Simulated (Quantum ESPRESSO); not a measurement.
# VCl2O: which magnetic order is lowest

Wanted: the moments of VCl2O and the energy of each order that was tried.

Program: Quantum ESPRESSO 7.5. Level of theory: PBEsol; plane waves with GBRV 1.5 PBEsol potentials, no spin-orbit coupling. Results are calculated unless marked as measured.

**1. Set-up**

Symmetry: Immm, No. 71, orthorhombic system. Conventional cell: a = 3.518 Å, b = 3.642 Å, c = 13.089 Å, α = 90.00°, β = 90.00°, γ = 90.00°. Nearest to V lie 2 O at 1.82 Å and 4 Cl at 2.42 Å. Nearest to Cl lie 2 V at 2.42 Å. O has 2 V at 1.82 Å nearest. Farther neighbours and most contacts between anions are not listed.

The cell comes from Materials Project 2023-11-01, a database of computed structures, and need not be the stable phase.

**2. Start 1: ferro +**

The signs are those of the starting moments on the seeded atoms, the atoms that are given a moment.

Input file pw.in:

```
&CONTROL
  calculation = 'scf'
  prefix = 'pwscf'
  outdir = './tmp'
  pseudo_dir = './pseudo'
  disk_io = 'nowf'
/
&SYSTEM
  ibrav = 0
  celldm(1) = 8
  nat = 4
  ntyp = 3
  ecutwfc = 40
  ecutrho = 280
  nbnd = 42
  occupations = 'smearing'
  smearing = 'fd'
  degauss = 0.00734986
  nspin = 2
  starting_magnetization(1) = 0.1538
  starting_magnetization(2) = 0
  starting_magnetization(3) = 0
/
&ELECTRONS
  conv_thr = 8d-09
  electron_maxstep = 150
  mixing_beta = 0.3
/
ATOMIC_SPECIES
V      50.9415 v_pbesol_v1.4.uspp.F.UPF
Cl     35.4500 cl_pbesol_v1.4.uspp.F.UPF
O      15.9990 o_pbesol_v1.2.uspp.F.UPF
CELL_PARAMETERS alat
  -0.4154903035692    0.4301678063792    1.5459256523992
   0.4154903035692   -0.4301678063792    1.5459256523992
   0.4154903035692    0.4301678063792   -1.5459256523992
ATOMIC_POSITIONS crystal
V       0.5000000000    0.0000000000    0.5000000000
Cl      0.6271820000    0.6271820000    0.0000000000
Cl      0.3728180000    0.3728180000    0.0000000000
O       0.0000000000    0.0000000000    0.0000000000
K_POINTS automatic
8 8 8 0 0 0
```

On the command line:

```
$ OMP_NUM_THREADS=1 mpirun -n 4 pw.x -nk 4 -in pw.in > pw.out
```

Output:

```text
Program PWSCF v.7.5 starts

     Message from routine setup:
     using ibrav=0 with symmetry is DISCOURAGED, use correct ibrav instead

     K-points division:     npool     =       4
     Subspace diagonalization in iterative solution of the eigenvalue problem:

     G-vector sticks info
     --------------------
     sticks:   dense  smooth     PW     G-vecs:    dense   smooth      PW
     Sum        2649    1507    553                44839    19357    4319

     Using Slab Decomposition

     bravais-lattice index     =            0
     lattice parameter (alat)  =       8.0000  a.u.
     unit-cell volume          =     565.8709 (a.u.)^3
     number of atoms/cell      =            4
     number of atomic types    =            3
     number of electrons       =        33.00
     number of Kohn-Sham states=           42
     kinetic-energy cutoff     =      40.0000  Ry
     charge density cutoff     =     280.0000  Ry
     scf convergence threshold =      8.0E-09
     mixing beta               =       0.3000
     number of iterations used =            8  plain     mixing
     Exchange-correlation= SLA  PW   PSX  PSC
                           (   1   4  10   8   0   0   0)

     celldm(1)=   8.000000  celldm(2)=   0.000000  celldm(3)=   0.000000
     celldm(4)=   0.000000  celldm(5)=   0.000000  celldm(6)=   0.000000

     crystal axes: (cart. coord. in units of alat)
               a(1) = (  -0.415490   0.430168   1.545926 )
               a(2) = (   0.415490  -0.430168   1.545926 )
               a(3) = (   0.415490   0.430168  -1.545926 )

     reciprocal axes: (cart. coord. in units 2 pi/alat)
               b(1) = (  0.000000  1.162337  0.323431 )
               b(2) = (  1.203398 -0.000000  0.323431 )
               b(3) = (  1.203398  1.162337  0.000000 )

     PseudoPot. # 1 for V  read from file:
     v_pbesol_v1.4.uspp.F.UPF
     Pseudo is Ultrasoft + core correction, Zval = 13.0
     Generated by new atomic code, or converted to UPF format
     Using radial grid of  853 points,  6 beta functions with:
                l(1) =   0
                l(2) =   0
                l(3) =   1
                l(4) =   1
                l(5) =   2
                l(6) =   2
     Q(r) pseudized with  8 coefficients,  rinner =    1.100   1.100   1.100
                                                       1.100   1.100

     PseudoPot. # 2 for Cl read from file:
     cl_pbesol_v1.4.uspp.F.UPF
     Pseudo is Ultrasoft + core correction, Zval =  7.0
     Generated by new atomic code, or converted to UPF format
     Using radial grid of  909 points,  6 beta functions with:
                l(1) =   0
                l(2) =   0
                l(3) =   1
                l(4) =   1
                l(5) =   2
                l(6) =   2
     Q(r) pseudized with  8 coefficients,  rinner =    1.300   1.300   1.300
                                                       1.300   1.300

     PseudoPot. # 3 for O  read from file:
     o_pbesol_v1.2.uspp.F.UPF
     Pseudo is Ultrasoft + core correction, Zval =  6.0
     Generated by new atomic code, or converted to UPF format
     Using radial grid of  737 points,  5 beta functions with:
                l(1) =   0
                l(2) =   0
                l(3) =   1
                l(4) =   1
                l(5) =   2
     Q(r) pseudized with  8 coefficients,  rinner =    0.900   0.900   0.900
                                                       0.900   0.900

     atomic species   valence    mass     pseudopotential
     V                13.00    50.94150     V ( 1.00)
     Cl                7.00    35.45000     Cl( 1.00)
     O                 6.00    15.99900     O ( 1.00)

     Starting magnetic structure
     atomic species   magnetization
     V               0.154
     Cl              0.000
     O               0.000

      8 Sym. Ops., with inversion, found

   Cartesian axes

     site n.     atom                  positions (alat units)
         1        V      tau(   1) = (   0.0000000   0.4301678   0.0000000  )
         2        Cl     tau(   2) = (  -0.0000000  -0.0000000   1.9391535  )
         3        Cl     tau(   3) = (   0.0000000   0.0000000   1.1526978  )
         4        O      tau(   4) = (   0.0000000   0.0000000   0.0000000  )

     number of k points=    95  Fermi-Dirac smearing, width (Ry)=  0.0073
                       cart. coord. in units 2pi/alat
        k(    1) = (   0.0000000   0.0000000   0.0000000), wk =   0.0019531
        k(    2) = (   0.1504247   0.1452921   0.0000000), wk =   0.0078125
        k(    3) = (   0.3008494   0.2905843   0.0000000), wk =   0.0078125
        k(    4) = (   0.4512741   0.4358764   0.0000000), wk =   0.0078125
        k(    5) = (  -0.6016988  -0.5811685   0.0000000), wk =   0.0039062
        [... 90 further k-points ...]

     Dense  grid:    44839 G-vectors     FFT dimensions: (  72,  72,  72)

     Smooth grid:    19357 G-vectors     FFT dimensions: (  54,  54,  54)

     Check: negative core charge=   -0.000002
     Generating pointlists ...
     new r_m :   0.1774 (alat units)  1.4196 (a.u.) for type    1
     new r_m :   0.2360 (alat units)  1.8878 (a.u.) for type    2
     new r_m :   0.1774 (alat units)  1.4196 (a.u.) for type    3

     Initial potential from superposition of free atoms

     starting charge      32.9988, renormalised to      33.0000

     negative rho (up, down):  1.537E-02 1.544E-02
     Starting wfcs are   22 randomized atomic wfcs +   20 random wfcs

     Self-consistent Calculation

     iteration #  1     ecut=    40.00 Ry     beta= 0.30
     Davidson diagonalization with overlap
     ethr =  1.00E-02,  avg # of iterations =  6.6

     negative rho (up, down):  1.547E-02 1.588E-02

     total energy              =    -243.67971432 Ry
     estimated scf accuracy    <       0.98118298 Ry

     total magnetization       =     1.00 Bohr mag/cell
     absolute magnetization    =     1.23 Bohr mag/cell

     iteration #  2     ecut=    40.00 Ry     beta= 0.30
     Davidson diagonalization with overlap
     ethr =  2.97E-03,  avg # of iterations =  1.7

     negative rho (up, down):  1.525E-02 1.583E-02

     total energy              =    -243.72993765 Ry
     estimated scf accuracy    <       1.24137964 Ry

     total magnetization       =     1.11 Bohr mag/cell
     absolute magnetization    =     1.97 Bohr mag/cell

     iteration #  3     ecut=    40.00 Ry     beta= 0.30
     Davidson diagonalization with overlap
     ethr =  2.97E-03,  avg # of iterations =  1.0

     negative rho (up, down):  1.523E-02 1.608E-02

     total energy              =    -243.92726308 Ry
     estimated scf accuracy    <       0.15406038 Ry

     total magnetization       =     1.00 Bohr mag/cell
     absolute magnetization    =     1.34 Bohr mag/cell

     [... further iterations left out ...]

     iteration # 11     ecut=    40.00 Ry     beta= 0.30
     Davidson diagonalization with overlap
     ethr =  1.79E-08,  avg # of iterations =  1.1

     negative rho (up, down):  1.501E-02 1.640E-02

     total energy              =    -243.93887538 Ry
     estimated scf accuracy    <       0.00000029 Ry

     total magnetization       =     1.00 Bohr mag/cell
     absolute magnetization    =     1.37 Bohr mag/cell

     iteration # 12     ecut=    40.00 Ry     beta= 0.30
     Davidson diagonalization with overlap
     ethr =  8.67E-10,  avg # of iterations =  4.0

     negative rho (up, down):  1.500E-02 1.639E-02

     total energy              =    -243.93887564 Ry
     estimated scf accuracy    <       0.00000014 Ry

     total magnetization       =     1.00 Bohr mag/cell
     absolute magnetization    =     1.37 Bohr mag/cell

     iteration # 13     ecut=    40.00 Ry     beta= 0.30
     Davidson diagonalization with overlap
     ethr =  4.13E-10,  avg # of iterations =  1.4

     negative rho (up, down):  1.500E-02 1.639E-02

     total energy              =    -243.93887568 Ry
     estimated scf accuracy    <       0.00000008 Ry

     total magnetization       =     1.00 Bohr mag/cell
     absolute magnetization    =     1.36 Bohr mag/cell

     iteration # 14     ecut=    40.00 Ry     beta= 0.30
     Davidson diagonalization with overlap
     ethr =  2.29E-10,  avg # of iterations =  1.0

     negative rho (up, down):  1.500E-02 1.639E-02

     Magnetic moment per site  (integrated on atomic sphere of radius R)
     atom   1 (R=0.177)  charge=  9.2262  magn=  0.8080
     atom   2 (R=0.236)  charge=  5.2592  magn= -0.0168
     atom   3 (R=0.236)  charge=  5.2592  magn= -0.0168
     atom   4 (R=0.177)  charge=  5.0032  magn= -0.1122

     End of self-consistent calculation

     Number of k-points >= 100: set verbosity='high' to print the bands.

     the Fermi energy is     3.7466 ev

!    total energy              =    -243.93887570 Ry
     estimated scf accuracy    <          4.0E-10 Ry
     smearing contrib. (-TS)   =      -0.00385360 Ry
     internal energy E=F+TS    =    -243.93502210 Ry

     The total energy is F=E-TS. E is the sum of the following terms:
     one-electron contribution =    -191.02295828 Ry
     hartree contribution      =     104.60713836 Ry
     xc contribution           =     -45.06163613 Ry
     ewald contribution        =    -112.45756605 Ry

     total magnetization       =     1.00 Bohr mag/cell
     absolute magnetization    =     1.36 Bohr mag/cell

     convergence has been achieved in  14 iterations

=------------------------------------------------------------------------------=
   JOB DONE.
=------------------------------------------------------------------------------=
```

It took 3 min on 4 MPI ranks of Intel Xeon Platinum 8488C (Sapphire Rapids), shared host; peak memory 0.97 GiB; 12 min of CPU time.

Spin moment in the atom's sphere by atom:

| atom | spin moment in the atom's sphere (μB) |
| --- | --- |
| V1 | 0.808 |
| Cl2 | -0.017 |
| Cl3 | -0.017 |
| O4 | -0.112 |

Numbers from this step:

```yaml
smearing_term_ts: 0.05243 eV
magnetization: 0.999 μB
absolute_magnetization: 1.364 μB
final_state: ferromagnetic
```

Spin density in the ac plane of the conventional cell at fractional y = 0.000, with atoms of V and Cl and O within 0.2 Å of it.

Ten even steps from '0' (-0.2 e/Å³) to '9' (1.4 e/Å³), each cell a mean:
```
00111111111100
11111111111111
11111111111111
11111111111111
11111111111111
11111111111111
11111111111111
11111111111111
11111111111111
11111111111111
11111134211111
11123679752111
11112369432111
11111123211111
11111111111111
11111111111111
11111111111111
11111111111111
11111111111111
11111111111111
11111111111111
11111111111111
11111111111111
00011111111100
```
Columns run along a (3.5 Å), rows up along c (13.1 Å), edges of the conventional cell, whose origin can differ from the input's. Atoms in or near the plane, at fractional coordinates: V at (0.50, 0.50), Cl at (0.00, 0.63), Cl at (0.00, 0.37), O at (0.00, 0.00).

Valence density in the ac plane of the conventional cell at fractional y = 0.000, with atoms of V and Cl and O within 0.2 Å of it. It is the smooth field of the valence electrons, not physical close to the nuclei.

Ten steps, logarithmic in the rise over the least value, from '0' (0.01 × 1e0 e/Å³) to '9' (9.41 × 1e0 e/Å³), each cell a mean:
```
87532100012468
43211000001233
00000000000000
00000000000000
00000000000000
00000000000000
22110000000122
55432100012355
15653211124564
56653222234565
44433567643344
22236999985322
22235899974322
55443345433455
35653211234565
56643110123565
54321000012344
11100000000011
00000000000000
00000000000000
00000000000000
11100000000011
55321000001245
98642100013578
```
Columns run along a (3.5 Å), rows up along c (13.1 Å), edges of the conventional cell, whose origin can differ from the input's. Atoms in or near the plane, at fractional coordinates: V at (0.50, 0.50), Cl at (0.00, 0.63), Cl at (0.00, 0.37), O at (0.00, 0.00).

[end of part 1 of 3]

[Logs and program files are shortened in this print: banners, set-up blocks, solver, clock and traceback lines can be left out without a mark of their own.]

[Logs are printed without paths, hosts, clocks, repeated set-up lines and the standing remarks that a program may print on its own settings, such as how far it seeks lower states.]

[Hosts, paths, dates, database ids (printed as entryN), source tags and the programs' standing remarks are cut or masked in the printed files.]

[Where a cell is said to come from a database of computed structures, the database is the Materials Project.]
